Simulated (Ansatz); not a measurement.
# LaGePt (I4_1md): a Bloch–Grüneisen fit of the computed resistivity

Wanted: a compact model of ρ(T) for LaGePt (I4_1md) and a check of it.

The resistivities were computed with Ansatz 0.2.0 (DFT PBEsol, scalar-relativistic, plane waves, PAW) from the linearised Boltzmann equation with harmonic phonons, on q 3×3×3, k 9×9×9, scattering 16×16×16; the fit below is done by hand on them.

### Step 1. The data

The structure is tetragonal, space group I4_1md (No. 109). Conventional cell: a = 4.243 Å, b = 4.243 Å, c = 14.948 Å, α = 90.00°, β = 90.00°, γ = 90.00°. La on site a is surrounded by 6 Ge at 3.23 to 3.31 Å and 6 Pt at 3.25 to 3.26 Å. Ge on site a is surrounded by 3 Pt at 2.47 to 2.48 Å and 6 La at 3.23 to 3.31 Å. Around Pt on site a lie 3 Ge at 2.47 to 2.48 Å and 6 La at 3.25 to 3.26 Å.

This is the relaxed cell of the run, from steps not shown here.

The mean resistivity of the three axes from 50 to 800 K, with one row held back; the colder rows stay outside the fit and test it at the end:

```
T (K)  ρ (μΩ cm)
   50      15.86
   80      31.98
  100      42.52
  150      68.39
  200      93.71
  273      129.7
  300      142.7
  400      189.2
  500      233.6
  600          ?
  800      358.7
```

The resistivity is not converged: the component that moves most changes by 16 % between the two finest meshes at 300 K. No spin–orbit coupling, which matters for Pt.

### Step 2. Model and fit

Bloch and Grüneisen's form is ρ(T) = A (T/Θ)⁵ J₅(Θ/T), with J₅(z) the integral of x⁵/((eˣ − 1)(1 − e⁻ˣ)) from 0 to z. It goes as T⁵ far below Θ and as A T/(4Θ) far above. For a trial Θ the best A is the geometric mean of ρ/[(T/Θ)⁵ J₅] over the rows, and the scatter of that ratio measures the fit:

```
Θ (K)  A (μΩ cm)  scatter (%)
   82      147.6          7.8
  110      202.4          4.7
  124      231.1          3.0
  138      260.9          2.0
  152      291.9          2.9
  172      338.5          6.1
  208      430.1         13.0
```

The scatter is least at Θ = 138 K, with A = 260.9 μΩ cm (2.0 % r.m.s.).

```
T (K)  computed    fit
   50     15.86  15.93
   80     31.98  32.20
  100     42.52  42.61
  150     68.39  67.67
  200     93.71  92.08
  273     129.7  127.2
  300     142.7  140.2
  400     189.2  187.8
  500     233.6  235.3
  800     358.7  377.5
```

### Step 3. Prediction and check

At T = 600 K, Θ/T = 0.230, J₅ = 6.98e-4 and (T/Θ)⁵ = 1554, so the fit gives 282.8 μΩ cm. The computed value is 276.4 μΩ cm: the fit is off by +2.32 %. Outside its range, at 20 K, it gives 1.45 against 1.57 μΩ cm computed, 0.92 times that; at that temperature the run's own test moves by 17 % between meshes in the component that moves most. Among the rows used, the largest miss is +5.2 %, at 800 K.

### Step 4. What the two numbers mean

Θ = 138 K is 1.45 times ħω_log/k_B (95 K) and 0.40 of the highest phonon frequency (345 K). The high-temperature slope of the fit, A/(4Θ), is 0.473 μΩ cm/K. The same slope from the run's transport coupling and plasma energy, 2π k_B λ_tr/(ħ ε₀ ω_p²) with λ_tr = 1.14, 1.14, 0.753 (xx, yy, zz) and ħω_p = 2.98, 2.98, 2.56 (xx, yy, zz) eV, is 0.499 μΩ cm/K in the mean of the axes, +5.7 % from it. For comparison, the computed rows rise by 0.412 μΩ cm/K between the two hottest.

### Step 5. Results

```json
{
  "Θ": "138 K",
  "A": "260.9 μΩ cm",
  "scatter of the fit": "2.0 %",
  "held-back row at 600 K, fit against computed": "282.8 against 276.4 μΩ cm"
}
```

In words: Two numbers, Θ = 138 K and A = 261 μΩ cm, hold the computed ρ(T) from 50 to 800 K within 1.97 % r.m.s. and predict the held-back row within 2.32 %. The misses are not random: the largest is +5.2 %, at 800 K. By the run's own test the resistivity at 300 K moves by 16 % between its two finest scattering meshes, in the component that moves most. Spin–orbit coupling is left out. The relaxed volume lies -2.6 % from the database entry, whose temperature is not recorded here; volume shifts the phonons and ρ. The fit describes the calculation: impurities, thermal expansion, changes of phase and anharmonicity are in neither.

[Logs are printed without paths, hosts, clocks, repeated set-up lines and the standing remarks that a program may print on its own settings, such as how far it seeks lower states.]

[Hosts, paths, dates, database ids (printed as entryN), source tags and the programs' standing remarks are cut or masked in the printed files.]
